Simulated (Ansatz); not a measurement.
# P on Ru(0001): change of the work function, part 2 of 4

Wanted: Δφ(θ) for P/Ru(0001), starting from the fcc site.

Ansatz 0.2.0; plane-wave DFT, PBE, Ansatz PAW.

So far, work function, upper face (eV): step 2 (the clean slab) 5.05.

### Step 3. The covered slab, k-mesh 4×4×1, coverage 0.111 ML

System of this step: P/Ru(0001). The cell holds 37 atoms: 36 Ru and 1 P. Its edges and angles: a = 8.100 Å, b = 8.100 Å, c = 26.470 Å, α = 90.0°, β = 90.0°, γ = 60.0°. Vacuum lies along c.

The clean slab as it ended is repeated in the plane and the adsorbate is set on one face; the cell's size fixes the coverage, and the k-mesh shrinks with it to keep the sampling density about even. Adsorbate and upper layers relax, since the dipole depends on the height.

Input file input.yaml:

```yaml
crystal:
  lattice:
    - [8.1, 0.0, 0.0]
    - [4.05, 7.0148057706, 0.0]
    - [0.0, 0.0, 26.4695397147]
  atoms:
    - { symbol: Ru, position: [0.2222222222, 0.2222222222, 0.3400134682] }
    - { symbol: Ru, position: [0.0, 0.0, 0.4208006683] }
    - { symbol: Ru, position: [0.2222222222, 0.2222222222, 0.5023203612] }
    - { symbol: Ru, position: [0.0, 0.0, 0.581094625] }
    - { symbol: Ru, position: [0.2222222222, 0.5555555556, 0.3400134682] }
    - { symbol: Ru, position: [0.0, 0.3333333333, 0.4208006683] }
    - { symbol: Ru, position: [0.2222222222, 0.5555555556, 0.5023203612] }
    - { symbol: Ru, position: [0.0, 0.3333333333, 0.581094625] }
    - { symbol: Ru, position: [0.2222222222, 0.8888888889, 0.3400134682] }
    - { symbol: Ru, position: [0.0, 0.6666666667, 0.4208006683] }
    - { symbol: Ru, position: [0.2222222222, 0.8888888889, 0.5023203612] }
    - { symbol: Ru, position: [0.0, 0.6666666667, 0.581094625] }
    - { symbol: Ru, position: [0.5555555556, 0.2222222222, 0.3400134682] }
    - { symbol: Ru, position: [0.3333333333, 0.0, 0.4208006683] }
    - { symbol: Ru, position: [0.5555555556, 0.2222222222, 0.5023203612] }
    - { symbol: Ru, position: [0.3333333333, 0.0, 0.581094625] }
    - { symbol: Ru, position: [0.5555555556, 0.5555555556, 0.3400134682] }
    - { symbol: Ru, position: [0.3333333333, 0.3333333333, 0.4208006683] }
    - { symbol: Ru, position: [0.5555555556, 0.5555555556, 0.5023203612] }
    - { symbol: Ru, position: [0.3333333333, 0.3333333333, 0.581094625] }
    - { symbol: Ru, position: [0.5555555556, 0.8888888889, 0.3400134682] }
    - { symbol: Ru, position: [0.3333333333, 0.6666666667, 0.4208006683] }
    - { symbol: Ru, position: [0.5555555556, 0.8888888889, 0.5023203612] }
    - { symbol: Ru, position: [0.3333333333, 0.6666666667, 0.581094625] }
    - { symbol: Ru, position: [0.8888888889, 0.2222222222, 0.3400134682] }
    - { symbol: Ru, position: [0.6666666667, 0.0, 0.4208006683] }
    - { symbol: Ru, position: [0.8888888889, 0.2222222222, 0.5023203612] }
    - { symbol: Ru, position: [0.6666666667, 0.0, 0.581094625] }
    - { symbol: Ru, position: [0.8888888889, 0.5555555556, 0.3400134682] }
    - { symbol: Ru, position: [0.6666666667, 0.3333333333, 0.4208006683] }
    - { symbol: Ru, position: [0.8888888889, 0.5555555556, 0.5023203612] }
    - { symbol: Ru, position: [0.6666666667, 0.3333333333, 0.581094625] }
    - { symbol: Ru, position: [0.8888888889, 0.8888888889, 0.3400134682] }
    - { symbol: Ru, position: [0.6666666667, 0.6666666667, 0.4208006683] }
    - { symbol: Ru, position: [0.8888888889, 0.8888888889, 0.5023203612] }
    - { symbol: Ru, position: [0.6666666667, 0.6666666667, 0.581094625] }
    - { symbol: P, position: [0.1111111111, 0.1111111111, 0.6599865318] }
kpoints:
  mp_grid: { grid: [4, 4, 1] }
hamiltonian:
  xc: pbe
scf:
  occupations: { method: fermi_dirac, width: 0.1 }
  convergence: { dr2_threshold: 1.0e-08 }
efield:
  axis: 3
  dipole_correction: true
  ramp_position: 0.97
  ramp_width: 0.06
relax:
  f_tol: 0.02
  max_steps: 60
  constraints:
    - { sites: [0, 1, 4, 5, 8, 9, 12, 13, 16, 17, 20, 21, 24, 25, 28, 29, 32, 33] }
output:
  write_potential: true
  write_density: true
  volumetric_format: npy
```

Run with:

```
$ ansatz run input.yaml --threads 4 --pin off --max-ram 16384MiB --backend cpu --events-out ev --progress --plain --runs-dir out
```

Standard output:

```text
[...]
Crystal: 37 atoms, lattice volume = 1503.997 Å³
Basis set: ecut = 420 eV, 29435 PW (Γ), exchange–correlation on 120×120×360 points (8 copies of the dense FFT grid, shifted against one another)
Bands: 349, of which v1, the nominal top of the filled ones, is band 291 counted from 1 (290 counted from 0)
Symmetry: 6 space group operations
[...]
k-points: 4 of 16 (time reversal used)
[...]
SCF iter   1: F=—  HF=-212371.502724 eV  |F-HF|=—  |Δ(HF+E_count)|=         —  Δρ=9.19e-3  dr2=7.23e0  ethr=1.77e-3  p=0.021 e·Å  D=2.57e-3 V/Å  ΔV_dip=-0.07 eV  dr2_dipole=8.25e-2  V_vac-E_F(+/−)=4.67/4.74 eV  ⟨swp⟩=7.8  Hψ=5762  notcnv=0  defer=1
[...]
SCF iter  10: F=-212371.294849 eV  HF=-212371.294849 eV  |F-HF|=4.12e-8  |Δ(HF+E_count)|=   6.82e-8  Δρ=5.87e-7  dr2=9.38e-9  ethr=1.72e-12  p=-0.053 e·Å  D=-6.43e-3 V/Å  ΔV_dip=0.17 eV  dr2_dipole=5.82e-10  V_vac-E_F(+/−)=5.24/5.07 eV  ⟨swp⟩=10.5  Hψ=10007  notcnv=0
SCF 1 converged in 10 iterations: F = -212371.294849 eV  dr2 = 9.38e-9
[...]
relax step   1: F+E_penalty+E_count = -212371.29484882 eV  Δ(F+E_penalty+E_count) = +0.000e0 eV  max|allowed force component| = 3.149e0 eV/Å  Δτ_max = 0.0000 Å  (10 SCF iters, accepted)
[...]
SCF iter   9: F=-212371.935437 eV  HF=-212371.935437 eV  |F-HF|=3.46e-7  |Δ(HF+E_count)|=   5.11e-7  Δρ=8.34e-7  dr2=9.93e-9  ethr=1.72e-12  p=-0.042 e·Å  D=-5.10e-3 V/Å  ΔV_dip=0.13 eV  dr2_dipole=1.51e-10  V_vac-E_F(+/−)=5.21/5.07 eV  ⟨swp⟩=10.8  Hψ=10413  notcnv=0
SCF 2 converged in 9 iterations: F = -212371.935437 eV  dr2 = 9.93e-9
[...]
relax step   2: F+E_penalty+E_count = -212371.93543711 eV  Δ(F+E_penalty+E_count) = -6.406e-1 eV  max|allowed force component| = 1.200e0 eV/Å  Δτ_max = 0.1987 Å  (9 SCF iters, accepted)
SCF iter   1: F=—  HF=-212372.031067 eV  |F-HF|=—  |Δ(HF+E_count)|=         —  Δρ=2.33e-3  dr2=9.90e-2  ethr=6.14e-4  p=-0.042 e·Å  D=-5.10e-3 V/Å  ΔV_dip=0.13 eV  dr2_dipole=7.51e-4  V_vac-E_F(+/−)=5.21/5.08 eV  ⟨swp⟩=4.8  Hψ=3421  notcnv=0  defer=3
[...]
SCF iter   9: F=-212372.021213 eV  HF=-212372.021213 eV  |F-HF|=3.93e-8  |Δ(HF+E_count)|=   1.84e-7  Δρ=6.05e-7  dr2=9.44e-9  ethr=1.72e-12  p=-0.035 e·Å  D=-4.25e-3 V/Å  ΔV_dip=0.11 eV  dr2_dipole=6.95e-10  V_vac-E_F(+/−)=5.19/5.08 eV  ⟨swp⟩=7.8  Hψ=11125  notcnv=0
SCF 3 converged in 9 iterations: F = -212372.021213 eV  dr2 = 9.44e-9
[...]
relax step   3: F+E_penalty+E_count = -212372.02121334 eV  Δ(F+E_penalty+E_count) = -8.578e-2 eV  max|allowed force component| = 2.656e-1 eV/Å  Δτ_max = 0.1369 Å  (9 SCF iters, accepted)
[...]
relax step   4: F+E_penalty+E_count = -212372.02717065 eV  Δ(F+E_penalty+E_count) = -5.957e-3 eV  max|allowed force component| = 9.343e-2 eV/Å  Δτ_max = 0.0436 Å  (9 SCF iters, accepted)
[...]
relax step   5: F+E_penalty+E_count = -212372.02956639 eV  Δ(F+E_penalty+E_count) = -2.396e-3 eV  max|allowed force component| = 3.629e-2 eV/Å  Δτ_max = 0.0141 Å  (8 SCF iters, accepted)
SCF iter   1: F=—  HF=-212372.028228 eV  |F-HF|=—  |Δ(HF+E_count)|=         —  Δρ=6.65e-5  dr2=1.41e-4  ethr=6.21e-7  p=-0.037 e·Å  D=-4.49e-3 V/Å  ΔV_dip=0.12 eV  dr2_dipole=3.38e-6  V_vac-E_F(+/−)=5.19/5.07 eV  ⟨swp⟩=2.0  Hψ=2223  notcnv=0  defer=7
[...]
SCF iter   6: F=-212372.029690 eV  HF=-212372.029690 eV  |F-HF|=2.35e-8  |Δ(HF+E_count)|=   5.36e-8  Δρ=2.83e-7  dr2=1.57e-9  ethr=1.72e-12  p=-0.037 e·Å  D=-4.48e-3 V/Å  ΔV_dip=0.12 eV  dr2_dipole=2.60e-11  V_vac-E_F(+/−)=5.19/5.07 eV  ⟨swp⟩=10.0  Hψ=9877  notcnv=0
SCF 6 converged in 6 iterations: F = -212372.029690 eV  dr2 = 1.57e-9
relax step   6: F+E_penalty+E_count = -212372.02968982 eV  Δ(F+E_penalty+E_count) = -1.234e-4 eV  max|allowed force component| = 3.888e-3 eV/Å  Δτ_max = 0.0019 Å  (6 SCF iters, accepted)
NSCF: frozen V_eff on 4 k-points
[...]
SCF converged after 6 iterations
Free energy (F): -212372.029690 eV
[...]
Internal energy: -212370.629415 eV  (E = F + TS)
E sigma→0 (E₀):  -212371.329552 eV
Entropy (-TS):   -1.400275 eV (-37.845 meV/atom)
Fermi energy:    4.373363 eV
Dipole field:    D = -0.004483 V/Å  (p = -0.037261 e·Å, saw-weighted, corrected)
Work function:   Φ+ = 5.1925 eV   Φ− = 5.0738 eV
[...]
--- Forces (eV/Å), atoms counted from 1 ---
  atom   1  Ru     0.02002545     0.01156170     0.45490953
  atom   2  Ru     0.03553861     0.02051823    -0.33605280
  atom   3  Ru    -0.00082466    -0.00047612     0.00180993
  atom   4  Ru     0.00336709     0.00194399    -0.00253478
  atom   5  Ru    -0.04209719     0.02430482     0.54640067
  atom   6  Ru    -0.00000000    -0.04103646    -0.33605280
  atom   7  Ru    -0.00087485     0.00050509     0.00010765
  atom   8  Ru     0.00000000    -0.00388798    -0.00253478
  atom   9  Ru     0.00000000    -0.02312340     0.45490953
  atom  10  Ru     0.08571969    -0.04949029    -0.56557694
  atom  11  Ru     0.00000000     0.00095223     0.00180993
  atom  12  Ru    -0.00058559     0.00033809     0.00164567
  atom  13  Ru     0.00000000    -0.04860964     0.54640067
  atom  14  Ru    -0.03553861     0.02051823    -0.33605280
  atom  15  Ru     0.00000000    -0.00101019     0.00010765
  atom  16  Ru    -0.00336709     0.00194399    -0.00253478
  atom  17  Ru     0.04209719     0.02430482     0.54640067
  atom  18  Ru    -0.01520825    -0.00878049    -0.51288880
  atom  19  Ru     0.00087485     0.00050509     0.00010765
  atom  20  Ru     0.00080247     0.00046331     0.00037779
  atom  21  Ru    -0.03854444     0.02225364     0.41143282
  atom  22  Ru    -0.00000000     0.01756097    -0.51288880
  atom  23  Ru     0.00061739    -0.00035645    -0.00024676
  atom  24  Ru    -0.00000000    -0.00092662     0.00037779
  atom  25  Ru    -0.02002545     0.01156170     0.45490953
  atom  26  Ru    -0.00000000     0.09898057    -0.56557694
  atom  27  Ru     0.00082466    -0.00047612     0.00180993
  atom  28  Ru     0.00000000    -0.00067618     0.00164567
  atom  29  Ru     0.00000000    -0.04450728     0.41143282
  atom  30  Ru     0.01520825    -0.00878049    -0.51288880
  atom  31  Ru     0.00000000     0.00071291    -0.00024676
  atom  32  Ru    -0.00080247     0.00046331     0.00037779
  atom  33  Ru     0.03854444     0.02225364     0.41143282
  atom  34  Ru    -0.08571969    -0.04949029    -0.56557694
  atom  35  Ru    -0.00061739    -0.00035645    -0.00024676
  atom  36  Ru     0.00058559     0.00033809     0.00164567
  atom  37  P      0.00000000     0.00000000     0.00185221
  max |Σ_I F_I| component: 4.16e-6 eV/Å
--- Band table (eV) ---
  k-point 0: bands = [... 287 lower, 4.6627, 4.6627, 4.6854, 4.6872, 4.7011, 4.7011, 4.7115, 4.7445, ... 54 higher]
  k-point 1: bands = [... 287 lower, 4.3149, 4.3326, 4.3531, 4.4016, 4.4718, 4.5009, 4.5523, 4.5688, ... 54 higher]
  k-point 2: bands = [... 287 lower, 4.1053, 4.1713, 4.2987, 4.3339, 4.3804, 4.4396, 4.5346, 4.5675, ... 54 higher]
  k-point 3: bands = [... 287 lower, 4.1112, 4.1780, 4.2234, 4.2347, 4.3419, 4.4011, 4.4141, 4.4822, ... 54 higher]
--- Relaxed structure (6 steps of the walk, 6 accepted, 0 SCFs on fresh bases) ---
  F+E_penalty+E_count = -212372.02968982 eV   max|allowed force component| = 3.888e-3 eV/Å
  atoms:
    - { symbol: Ru, position: [0.222222, 0.222222, 0.3400134682] }
    - { symbol: Ru, position: [1.111110e-11, 1.111110e-11, 0.4208006683] }
    - { symbol: Ru, position: [0.221737, 0.221737, 0.502362] }
    - { symbol: Ru, position: [-0.00108161, -0.00108161, 0.583951] }
    - { symbol: Ru, position: [0.222222, 0.555556, 0.3400134682] }
    - { symbol: Ru, position: [1.111114e-11, 0.333333, 0.4208006683] }
    - { symbol: Ru, position: [0.221025, 0.556154, 0.502311] }
    - { symbol: Ru, position: [-0.00108161, 0.335497, 0.583951] }
    - { symbol: Ru, position: [0.222222, 0.888889, 0.3400134682] }
    - { symbol: Ru, position: [-2.222217e-11, 0.666667, 0.4208006683] }
    - { symbol: Ru, position: [0.221737, 0.889860, 0.502362] }
    - { symbol: Ru, position: [0.00115884, 0.666087, 0.580374] }
    - { symbol: Ru, position: [0.555556, 0.222222, 0.3400134682] }
    - { symbol: Ru, position: [0.333333, 1.111110e-11, 0.4208006683] }
    - { symbol: Ru, position: [0.556154, 0.221025, 0.502311] }
    - { symbol: Ru, position: [0.335497, -0.00108161, 0.583951] }
    - { symbol: Ru, position: [0.555556, 0.555556, 0.3400134682] }
    - { symbol: Ru, position: [0.333333, 0.333333, 0.4208006683] }
    - { symbol: Ru, position: [0.556154, 0.556154, 0.502311] }
    - { symbol: Ru, position: [0.335435, 0.335435, 0.580929] }
    - { symbol: Ru, position: [0.555556, 0.888889, 0.3400134682] }
    - { symbol: Ru, position: [0.333333, 0.666667, 0.4208006683] }
    - { symbol: Ru, position: [0.555850, 0.888742, 0.501220] }
    - { symbol: Ru, position: [0.335435, 0.662463, 0.580929] }
    - { symbol: Ru, position: [0.888889, 0.222222, 0.3400134682] }
    - { symbol: Ru, position: [0.666667, -2.222223e-11, 0.4208006683] }
    - { symbol: Ru, position: [0.889860, 0.221737, 0.502362] }
    - { symbol: Ru, position: [0.666087, 0.00115884, 0.580374] }
    - { symbol: Ru, position: [0.888889, 0.555556, 0.3400134682] }
    - { symbol: Ru, position: [0.666667, 0.333333, 0.4208006683] }
    - { symbol: Ru, position: [0.888742, 0.555850, 0.501220] }
    - { symbol: Ru, position: [0.662463, 0.335435, 0.580929] }
    - { symbol: Ru, position: [0.888889, 0.888889, 0.3400134682] }
    - { symbol: Ru, position: [0.666667, 0.666667, 0.4208006683] }
    - { symbol: Ru, position: [0.888742, 0.888742, 0.501220] }
    - { symbol: Ru, position: [0.666087, 0.666087, 0.580374] }
    - { symbol: P, position: [0.111111, 0.111111, 0.648620] }
```

Run time: 11 min. Hardware: 4 threads of Arm Neoverse V1, shared host; peak memory 8.8 GiB; 33 min of CPU time.

The steps of the relaxation:

```
step  energy less that of the first step (eV)  largest force component (eV/Å)
   1                                   0.0000                          3.1494
   2                                  -0.6406                          1.2000
   3                                  -0.7264                          0.2656
   4                                  -0.7323                          0.0934
   5                                  -0.7347                          0.0363
   6                                  -0.7348                          0.0039
```

Forces are held to the 6 operations that the program found; a distortion that breaks them can't arise in this run.

The atoms that moved most (Å):

```
atom      dx      dy      dz  length
 P37   0.000   0.000  -0.301   0.301
Ru16   0.013  -0.008   0.076   0.077
 Ru4  -0.013  -0.008   0.076   0.077
 Ru8   0.000   0.015   0.076   0.077
Ru24   0.000  -0.029  -0.004   0.030
Ru20   0.026   0.015  -0.004   0.030
Ru32  -0.026   0.015  -0.004   0.030
Ru23   0.002  -0.001  -0.029   0.029
```

Final coordinates:

```cif
data_structure
_symmetry_space_group_name_H-M 'P 1'
_symmetry_Int_Tables_number 1
_cell_length_a 8.1000
_cell_length_b 8.1000
_cell_length_c 26.4695
_cell_angle_alpha 90.000
_cell_angle_beta 90.000
_cell_angle_gamma 60.000
_cell_volume 1504.00
loop_
_atom_site_label
_atom_site_type_symbol
_atom_site_fract_x
_atom_site_fract_y
_atom_site_fract_z
_atom_site_occupancy
Ru1 Ru 0.22222 0.22222 0.34001 1
Ru2 Ru 0.00000 0.00000 0.42080 1
Ru3 Ru 0.22174 0.22174 0.50236 1
Ru4 Ru 0.99892 0.99892 0.58395 1
Ru5 Ru 0.22222 0.55556 0.34001 1
Ru6 Ru 0.00000 0.33333 0.42080 1
Ru7 Ru 0.22102 0.55615 0.50231 1
Ru8 Ru 0.99892 0.33550 0.58395 1
Ru9 Ru 0.22222 0.88889 0.34001 1
Ru10 Ru 0.00000 0.66667 0.42080 1
Ru11 Ru 0.22174 0.88986 0.50236 1
Ru12 Ru 0.00116 0.66609 0.58037 1
Ru13 Ru 0.55556 0.22222 0.34001 1
Ru14 Ru 0.33333 0.00000 0.42080 1
Ru15 Ru 0.55615 0.22102 0.50231 1
Ru16 Ru 0.33550 0.99892 0.58395 1
Ru17 Ru 0.55556 0.55556 0.34001 1
Ru18 Ru 0.33333 0.33333 0.42080 1
Ru19 Ru 0.55615 0.55615 0.50231 1
Ru20 Ru 0.33544 0.33544 0.58093 1
Ru21 Ru 0.55556 0.88889 0.34001 1
Ru22 Ru 0.33333 0.66667 0.42080 1
Ru23 Ru 0.55585 0.88874 0.50122 1
Ru24 Ru 0.33544 0.66246 0.58093 1
Ru25 Ru 0.88889 0.22222 0.34001 1
Ru26 Ru 0.66667 0.00000 0.42080 1
Ru27 Ru 0.88986 0.22174 0.50236 1
Ru28 Ru 0.66609 0.00116 0.58037 1
Ru29 Ru 0.88889 0.55556 0.34001 1
Ru30 Ru 0.66667 0.33333 0.42080 1
Ru31 Ru 0.88874 0.55585 0.50122 1
Ru32 Ru 0.66246 0.33544 0.58093 1
Ru33 Ru 0.88889 0.88889 0.34001 1
Ru34 Ru 0.66667 0.66667 0.42080 1
Ru35 Ru 0.88874 0.88874 0.50122 1
Ru36 Ru 0.66609 0.66609 0.58037 1
P37 P 0.11111 0.11111 0.64862 1
```

Read from the output:

```yaml
energy_at_zero_smearing: -212371.3296 eV
work_function_upper_face: 5.192 eV
work_function_lower_face: 5.074 eV
dipole_along_the_normal: -0.03726 e·Å
step_between_the_vacuum_levels: 0.1187 eV
```

Running mean over 2.138 Å of the planar mean; the ramp of the sawtooth is left out. Table of electron's electrostatic potential energy less the Fermi level by z:

```
z (Å)  electron's electrostatic potential energy less the Fermi level (eV)
  3.5                                                                 5.07
  4.0                                                                 5.07
  4.5                                                                 5.07
  5.0                                                                 5.07
  5.5                                                                 5.05
  6.0                                                                 4.98
  6.5                                                                 4.75
  7.0                                                                 3.94
  7.5                                                                0.777
  8.0                                                                -6.26
  8.5                                                                -12.4
  9.0                                                                -14.2
  9.5                                                                -14.5
 10.0                                                                -14.7
 10.5                                                                -14.8
 11.0                                                                -14.8
 11.5                                                                -14.8
 12.0                                                                -14.8
 12.5                                                                -14.8
 13.0                                                                -14.9
 13.5                                                                -14.9
 14.0                                                                -15.1
 14.5                                                                -15.1
 15.0                                                                -14.7
 15.5                                                                -14.3
 16.0                                                                -12.0
 16.5                                                                -5.79
 17.0                                                                0.411
 17.5                                                                 2.94
 18.0                                                                 3.89
 18.5                                                                 4.63
 19.0                                                                 5.04
 19.5                                                                 5.16
 20.0                                                                 5.18
 20.5                                                                 5.19
 21.0                                                                 5.19
 21.5                                                                 5.19
 22.0                                                                 5.19
 22.5                                                                 5.19
 23.0                                                                 5.19
```

The relaxation took 6 steps and lowered the energy by 0.73 eV; the largest force on the free atoms ends at 0.0039 eV/Å.

The covered face has 5.19 eV, +0.15 eV against the clean one; the bare back face has moved by -0.00 eV, a measure of how thin the slab is.

(Part 2 of 4 ends here.)

[Long decimals in the printed logs are rounded to 6 places.]

[Logs are printed without paths, hosts, clocks, repeated set-up lines and the standing remarks that a program may print on its own settings, such as how far it seeks lower states.]

[Hosts, paths, dates, database ids (printed as entryN), source tags and the programs' standing remarks are cut or masked in the printed files.]

[Maps of the electrostatic potential energy from Ansatz leave out the sawtooth potential of an applied field or a dipole correction, so their vacuum need not be flat; planar profiles and work functions include it.]
